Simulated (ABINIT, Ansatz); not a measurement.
# TaBe (Pm-3m): phonons by linear response

Aim: the phonon dispersion of TaBe (Pm-3m), checked by a second program.

Method: DFT PBEsol, scalar-relativistic, plane waves, PseudoDojo norm-conserving pseudopotentials, in ABINIT 10.8.3.

The structure was built from a prototype and need not be the compound's stable phase.

### 1. Starting point

It takes space group Pm-3m (No. 221, cubic). The conventional cell has a = 2.912 Å, b = 2.912 Å, c = 2.912 Å, α = 90.00°, β = 90.00°, γ = 90.00°. Nearest to Be lie 8 Ta at 2.52 Å. Nearest to Ta lie 8 Be at 2.52 Å. Farther neighbours are not listed.

### 2. A probe with smearing

A first run with smearing and empty bands tells whether the crystal has a gap, which decides between fixed occupations and smearing later on.

The input, probe.abi:

```
# ground state
tolvrs 1.0d-08
prtden 1
prtwf 1

# basis, mesh and filling
ecut 38.0
ngkpt 6 6 6
nshiftk 1
shiftk 0.0 0.0 0.0
istwfk *1
occopt 7
tsmear 0.005
nband 15
nstep 100
diemac 9.0
prtebands 0
prtgsr 0
useylm 1

# cell and atoms
acell 3*1.0 Angstrom
rprim 
    2.91227457 0.0 0.0
    0.0 2.91227457 0.0
    0.0 0.0 2.91227457
ntypat 2
znucl 4 73
natom 2
typat 1 2
xred 
    0.0 0.0 0.0
    0.5 0.5 0.5
pp_dirpath "./pseudo"
pseudos "Be.upf, Ta.upf"
```

Started as:

```bash
> OMP_NUM_THREADS=1 mpirun -n 4 abinit probe.abi > probe.log
```

Numbers of over 12 decimals in the logs are rounded to 6 here.

probe.abo, the main output file:

```text
[banners, grids, parts of the stress and lines that vanish by symmetry left out]
- input  file    -> probe.abi
- output file    -> probe.abo
- root for input  files -> probei
[...]
Symmetries : space group Pm -3 m (#221); Bravais cP (primitive cubic)
[...]
mpw =        1890          nfft =       32768          nkpt =          20
[...]
== DATASET  1 ==================================================================
[...]
cutoff_energies: {ecut:  38.0, pawecutdg:  -1.0, }
[...]
ETOT  1  -78.905272421690    -7.891E+01 1.466E-01 8.672E+01
 ETOT  2  -78.948428801878    -4.316E-02 1.665E-02 2.219E+01
 ETOT  3  -78.952428484238    -4.000E-03 1.939E-03 5.427E-03
 ETOT  4  -78.952430199160    -1.715E-06 3.320E-03 1.390E-05
 ETOT  5  -78.952430201385    -2.224E-09 2.800E-03 6.431E-08
 ETOT  6  -78.952430201393    -8.242E-12 2.548E-03 7.318E-10
 At SCF step    6       vres2   =  7.32E-10 < tolvrs=  1.00E-08 =>converged.
[...]
sigma(1 1)= -4.07909855E-04  sigma(3 2)=  0.00000000E+00
  sigma(2 2)= -4.07909855E-04  sigma(3 1)=  0.00000000E+00
  sigma(3 3)= -4.07909855E-04  sigma(2 1)=  0.00000000E+00
[...]
convergence: {deltae: -8.242E-12, res2:  7.318E-10, residm:  2.548E-03, diffor: null, }
etotal    :  -7.89524302E+01
[...]
sigma(1 1)= -4.07909855E-04  sigma(3 2)=  0.00000000E+00
  sigma(2 2)= -4.07909855E-04  sigma(3 1)=  0.00000000E+00
  sigma(3 3)= -4.07909855E-04  sigma(2 1)=  0.00000000E+00
[...]
- sigma(1 1)= -1.20011223E+01  sigma(3 2)=  0.00000000E+00
- sigma(2 2)= -1.20011223E+01  sigma(3 1)=  0.00000000E+00
- sigma(3 3)= -1.20011223E+01  sigma(2 1)=  0.00000000E+00
[...]
fcart     -0.0000000000E+00 -0.0000000000E+00 -0.0000000000E+00
           strten     -4.0790985507E-04 -4.0790985507E-04 -4.0790985507E-04
================================================================================

[key lines of the parts left out:]
pressure_GPa:   1.2001E+01
```

Run time: 3.4 s. Hardware: 4 MPI ranks of Arm Neoverse V2, shared host; 13 s of CPU time.

Read from the output:

| Property | Result |
| --- | --- |
| volume per atom | 12.35 Å³ |
| pressure | 12.00 GPa |
| gap on the k-mesh | 0 eV |

No gap opens on this mesh, so smearing is kept; the printed pressure holds the stress of the finite basis too.

### 3. Rough relaxation

The typed start is rough, so a first relaxation with smearing and loose thresholds takes it towards rest cheaply.

The input, prerelax.abi:

```
# relaxation
ionmov 2
optcell 2
dilatmx 1.15
chkdilatmx 0
ntime 40
tolmxf 3.0d-04
tolvrs 1.0d-10
prtwf 0
prtden 0
chksymtnons 0

# basis, mesh and filling
ecut 38.0
ecutsm 3.0
ngkpt 6 6 6
nshiftk 1
shiftk 0.0 0.0 0.0
istwfk *1
occopt 7
tsmear 0.005
nband 15
nstep 100
diemac 1000000.0
prtebands 0
prtgsr 0
useylm 1

# cell and atoms
acell 3*1.0 Angstrom
rprim 
    2.91227457 0.0 0.0
    0.0 2.91227457 0.0
    0.0 0.0 2.91227457
ntypat 2
znucl 4 73
natom 2
typat 1 2
xred 
    0.0 0.0 0.0
    0.5 0.5 0.5
pp_dirpath "./pseudo"
pseudos "Be.upf, Ta.upf"
```

Started as:

```bash
> OMP_NUM_THREADS=1 mpirun -n 4 abinit prerelax.abi > prerelax.log
```

prerelax.abo, the main output file:

```text
[banners, grids, parts of the stress and lines that vanish by symmetry left out]
- input  file    -> prerelax.abi
- output file    -> prerelax.abo
- root for input  files -> prerelaxi
[...]
Symmetries : space group Pm -3 m (#221); Bravais cP (primitive cubic)
[...]
mpw =        2897          nfft =       46656          nkpt =          20
[...]
== DATASET  1 ==================================================================
[...]
cutoff_energies: {ecut:  38.0, pawecutdg:  -1.0, }
[...]
ETOT  1  -78.909502374061    -7.891E+01 1.319E-01 1.229E+02
 ETOT  2  -78.949576471414    -4.007E-02 2.389E-02 2.047E+01
 ETOT  3  -78.952173335016    -2.597E-03 8.751E-03 5.054E-03
 ETOT  4  -78.952174881434    -1.546E-06 5.827E-03 2.517E-05
 ETOT  5  -78.952174884047    -2.613E-09 2.454E-03 2.049E-07
[...]
At SCF step    7       vres2   =  6.08E-12 < tolvrs=  1.00E-10 =>converged.
[...]
ETOT  6  -78.954340392332     1.009E-12 4.823E-07 3.614E-12
 At SCF step    6       vres2   =  3.61E-12 < tolvrs=  1.00E-10 =>converged.
[...]
sigma(1 1)= -2.09840944E-07  sigma(3 2)=  0.00000000E+00
  sigma(2 2)= -2.09840944E-07  sigma(3 1)=  0.00000000E+00
  sigma(3 3)= -2.09840944E-07  sigma(2 1)=  0.00000000E+00
[...]
convergence: {deltae:  1.009E-12, res2:  3.614E-12, residm:  4.823E-07, diffor: null, }
etotal    :  -7.89543404E+01
[...]
At Broyd/MD step   4, gradients are converged :
[...]
sigma(1 1)= -2.09840944E-07  sigma(3 2)=  0.00000000E+00
  sigma(2 2)= -2.09840944E-07  sigma(3 1)=  0.00000000E+00
  sigma(3 3)= -2.09840944E-07  sigma(2 1)=  0.00000000E+00
[...]
- sigma(1 1)= -6.17373372E-03  sigma(3 2)=  0.00000000E+00
- sigma(2 2)= -6.17373372E-03  sigma(3 1)=  0.00000000E+00
- sigma(3 3)= -6.17373372E-03  sigma(2 1)=  0.00000000E+00
[...]
fcart     -0.0000000000E+00 -0.0000000000E+00 -0.0000000000E+00
           strten     -2.0984094387E-07 -2.0984094387E-07 -2.0984094388E-07
================================================================================

[key lines of the parts left out:]
pressure_GPa:   6.1737E-03
Total energy (etotal) [Ha]= -7.89543403923322E+01
```

Run time: 15 s. Hardware: 4 MPI ranks.

Step by step:

```tsv
step	energy less that of the first step (eV)	largest force (eV/Å)	volume (Å³)
1	0.0000	0.0000	24.70
2	-0.0505	0.0000	25.66
3	-0.0589	0.0000	26.24
4	-0.0589	0.0000	26.28
```

```tsv
conventional cell, symmetrised	before	after	change
a (Å)	2.912	2.973	+2.1 %
b (Å)	2.912	2.973	+2.1 %
c (Å)	2.912	2.973	+2.1 %
volume (Å³/atom)	12.35	13.14	+6.4 %
```

The relaxed structure:

```xyz
2
Lattice="2.9730 0.0000 0.0000 0.0000 2.9730 0.0000 0.0000 0.0000 2.9730" Properties=species:S:1:pos:R:3 pbc="T T T"
Be    0.0000    0.0000    0.0000
Ta    1.4865    1.4865    1.4865
```

Read from the output:

```
volume per atom : 13.14 Å³
pressure        : 0.006174 GPa
```

The volume changes by +6.4 % in this run and stands +6.4 % from the first cell.

### 4. Relaxation

The harmonic expansion needs vanishing forces, and a free crystal bears no stress, so cell and atoms are brought to rest. Stress is more sensitive to the basis than forces are: the last 3 Ha under the cutoff are smoothed with ecutsm, and the cutoff is raised above that of the later runs.

The input, relax.abi:

```
# relaxation
ionmov 2
optcell 2
dilatmx 1.08
ntime 40
tolmxf 1.0d-05
tolvrs 1.0d-14
prtwf 0
prtden 0
chksymtnons 0

# basis, mesh and filling
ecut 47.0
ecutsm 3.0
ngkpt 8 8 8
nshiftk 1
shiftk 0.0 0.0 0.0
istwfk *1
occopt 7
tsmear 0.01
nband 15
nstep 100
diemac 1000000.0
prtebands 0
prtgsr 0
useylm 1

# cell and atoms
acell 3*1.0 Angstrom
rprim 
    2.972972169 0.0 0.0
    0.0 2.972972169 0.0
    0.0 0.0 2.972972169
ntypat 2
znucl 4 73
natom 2
typat 1 2
xred 
    0.0 0.0 0.0
    0.5 0.5 0.5
pp_dirpath "./pseudo"
pseudos "Be.upf, Ta.upf"
```

Started as:

```bash
> OMP_NUM_THREADS=1 mpirun -n 4 abinit relax.abi > relax.log
```

relax.abo, the main output file:

```text
[banners, grids, parts of the stress and lines that vanish by symmetry left out]
- input  file    -> relax.abi
- output file    -> relax.abo
- root for input  files -> relaxi
[...]
Symmetries : space group Pm -3 m (#221); Bravais cP (primitive cubic)
[...]
mpw =        3478          nfft =       64000          nkpt =          35
[...]
== DATASET  1 ==================================================================
[...]
cutoff_energies: {ecut:  47.0, pawecutdg:  -1.0, }
[...]
ETOT  1  -78.906067960274    -7.891E+01 1.247E-01 1.741E+02
 ETOT  2  -78.953776608411    -4.771E-02 1.572E-02 2.874E+01
 ETOT  3  -78.956564462370    -2.788E-03 1.560E-03 2.493E-03
 ETOT  4  -78.956564911386    -4.490E-07 1.208E-03 3.553E-05
 ETOT  5  -78.956564913733    -2.346E-09 3.140E-04 4.101E-07
[...]
At SCF step    9       vres2   =  1.25E-16 < tolvrs=  1.00E-14 =>converged.
[...]
sigma(1 1)=  3.00905442E-05  sigma(3 2)=  0.00000000E+00
  sigma(2 2)=  3.00905442E-05  sigma(3 1)=  0.00000000E+00
  sigma(3 3)=  3.00905442E-05  sigma(2 1)=  0.00000000E+00
[...]
convergence: {deltae: -5.684E-14, res2:  1.253E-16, residm:  2.360E-04, diffor: null, }
etotal    :  -7.89565649E+01
[...]
ETOT  1  -78.956541305776    -7.896E+01 6.998E-02 3.394E-01
[...]
At SCF step    8       vres2   =  1.21E-16 < tolvrs=  1.00E-14 =>converged.
[...]
sigma(1 1)=  1.36366687E-05  sigma(3 2)=  0.00000000E+00
  sigma(2 2)=  1.36366687E-05  sigma(3 1)=  0.00000000E+00
  sigma(3 3)=  1.36366687E-05  sigma(2 1)=  0.00000000E+00
[...]
convergence: {deltae: -1.577E-12, res2:  1.213E-16, residm:  9.389E-05, diffor: null, }
etotal    :  -7.89565754E+01
[...]
ETOT  1  -78.956555008309    -7.896E+01 7.234E-05 2.301E-01
[...]
ETOT  7  -78.956578094843    -4.690E-13 1.883E-05 2.543E-14
 ETOT  8  -78.956578094843    -1.705E-13 1.813E-05 7.680E-17
 At SCF step    8       vres2   =  7.68E-17 < tolvrs=  1.00E-14 =>converged.
[...]
sigma(1 1)= -7.50476423E-08  sigma(3 2)=  0.00000000E+00
  sigma(2 2)= -7.50476423E-08  sigma(3 1)=  0.00000000E+00
  sigma(3 3)= -7.50476423E-08  sigma(2 1)=  0.00000000E+00
[...]
convergence: {deltae: -1.705E-13, res2:  7.680E-17, residm:  1.813E-05, diffor: null, }
etotal    :  -7.89565781E+01
[...]
At Broyd/MD step   3, gradients are converged :
[...]
sigma(1 1)= -7.50476423E-08  sigma(3 2)=  0.00000000E+00
  sigma(2 2)= -7.50476423E-08  sigma(3 1)=  0.00000000E+00
  sigma(3 3)= -7.50476423E-08  sigma(2 1)=  0.00000000E+00
[...]
- sigma(1 1)= -2.20797787E-03  sigma(3 2)=  0.00000000E+00
- sigma(2 2)= -2.20797787E-03  sigma(3 1)=  0.00000000E+00
- sigma(3 3)= -2.20797787E-03  sigma(2 1)=  0.00000000E+00
[...]
fcart     -0.0000000000E+00 -0.0000000000E+00 -0.0000000000E+00
           strten     -7.5047642305E-08 -7.5047642293E-08 -7.5047642288E-08
================================================================================

[key lines of the parts left out:]
pressure_GPa:   2.2080E-03
Total energy (etotal) [Ha]= -7.89565780948434E+01
```

The job ended after 30 s (4 MPI ranks).

The steps of the relaxation:

```tsv
step	energy less that of the first step (eV)	largest force (eV/Å)	volume (Å³)
1	0.0000	0.0000	26.28
2	-0.0003	0.0000	26.21
3	-0.0004	0.0000	26.15
```

```tsv
conventional cell, symmetrised	before	after	change
a (Å)	2.973	2.968	-0.2 %
b (Å)	2.973	2.968	-0.2 %
c (Å)	2.973	2.968	-0.2 %
volume (Å³/atom)	13.14	13.07	-0.5 %
```

The relaxed structure:

```
Be Ta
1.0
     2.96808    0.00000    0.00000
     0.00000    2.96808    0.00000
     0.00000    0.00000    2.96808
Be Ta
1 1
Cartesian
  0.0000 0.0000 0.0000
  1.4840 1.4840 1.4840
```

Numbers from this step:

```yaml
volume_per_atom: 13.07 Å³
pressure: 0.002208 GPa
```

The volume changes by -0.5 % in this run and stands +5.9 % from the first cell.

### 5. Self-consistent run for the response

First-order wavefunctions inherit every error of the ground state, hence the very tight tolvrs. Smearing stays on, as the first look found no gap above 0.3 eV.

The input, gs.abi:

```
# ground state
tolvrs 1.0d-16
prtden 1
prtwf 1

# basis, mesh and filling
ecut 38.0
ngkpt 8 8 8
nshiftk 1
shiftk 0.0 0.0 0.0
istwfk *1
occopt 7
tsmear 0.01
nband 15
nstep 100
diemac 1000000.0
prtebands 0
prtgsr 0
useylm 1

# cell and atoms
acell 3*1.0 Angstrom
rprim 
    2.968075159 0.0 0.0
    0.0 2.968075159 0.0
    0.0 0.0 2.968075159
ntypat 2
znucl 4 73
natom 2
typat 1 2
xred 
    0.0 0.0 0.0
    0.5 0.5 0.5
pp_dirpath "./pseudo"
pseudos "Be.upf, Ta.upf"
```

Started as:

```bash
> OMP_NUM_THREADS=1 mpirun -n 4 abinit gs.abi > gs.log
```

gs.abo, the main output file:

```text
[banners, grids, parts of the stress and lines that vanish by symmetry left out]
- input  file    -> gs.abi
- output file    -> gs.abo
- root for input  files -> gsi
[...]
Symmetries : space group Pm -3 m (#221); Bravais cP (primitive cubic)
[...]
mpw =        2000          nfft =       32768          nkpt =          35
[...]
== DATASET  1 ==================================================================
[...]
cutoff_energies: {ecut:  38.0, pawecutdg:  -1.0, }
[...]
ETOT  1  -78.909100816863    -7.891E+01 1.846E-01 8.929E+01
 ETOT  2  -78.953502551395    -4.440E-02 2.661E-02 1.491E+01
 ETOT  3  -78.956343037614    -2.840E-03 4.925E-03 7.920E-04
 ETOT  4  -78.956343718384    -6.808E-07 2.262E-03 2.437E-05
 ETOT  5  -78.956343722257    -3.873E-09 7.712E-04 1.887E-07
 ETOT  6  -78.956343722282    -2.473E-11 6.325E-04 1.908E-09
 ETOT  7  -78.956343722282    -3.979E-13 2.663E-04 3.982E-12
 ETOT  8  -78.956343722280     2.444E-12 2.018E-04 8.760E-15
 ETOT  9  -78.956343722282    -2.075E-12 2.522E-04 5.556E-17
 At SCF step    9       vres2   =  5.56E-17 < tolvrs=  1.00E-16 =>converged.
[...]
sigma(1 1)=  1.74158635E-05  sigma(3 2)=  0.00000000E+00
  sigma(2 2)=  1.74158635E-05  sigma(3 1)=  0.00000000E+00
  sigma(3 3)=  1.74158635E-05  sigma(2 1)=  0.00000000E+00
[...]
convergence: {deltae: -2.075E-12, res2:  5.556E-17, residm:  2.522E-04, diffor: null, }
etotal    :  -7.89563437E+01
[...]
sigma(1 1)=  1.74158635E-05  sigma(3 2)=  0.00000000E+00
  sigma(2 2)=  1.74158635E-05  sigma(3 1)=  0.00000000E+00
  sigma(3 3)=  1.74158635E-05  sigma(2 1)=  0.00000000E+00
[...]
- sigma(1 1)=  5.12392394E-01  sigma(3 2)=  0.00000000E+00
- sigma(2 2)=  5.12392394E-01  sigma(3 1)=  0.00000000E+00
- sigma(3 3)=  5.12392394E-01  sigma(2 1)=  0.00000000E+00
[...]
fcart     -0.0000000000E+00 -0.0000000000E+00 -0.0000000000E+00
           strten      1.7415863497E-05  1.7415863497E-05  1.7415863497E-05
================================================================================

[key lines of the parts left out:]
pressure_GPa:  -5.1239E-01
```

Run time: 5.8 s. Hardware: 4 MPI ranks; 23 s of CPU time.

This step gave:

```
pressure : -0.5124 GPa
```

The cell stands at -0.51 GPa: the relaxation ran with a smoothed and higher cutoff, and the difference is a stress of the finite basis.

(Part 1 of 4 ends here.)

[Host names and launcher messages were left out of these logs when they were recorded.]

[Logs are printed without paths, hosts, clocks, repeated set-up lines and the standing remarks that a program may print on its own settings, such as how far it seeks lower states.]

[Hosts, paths, dates, database ids (printed as entryN), source tags and the programs' standing remarks are cut or masked in the printed files.]
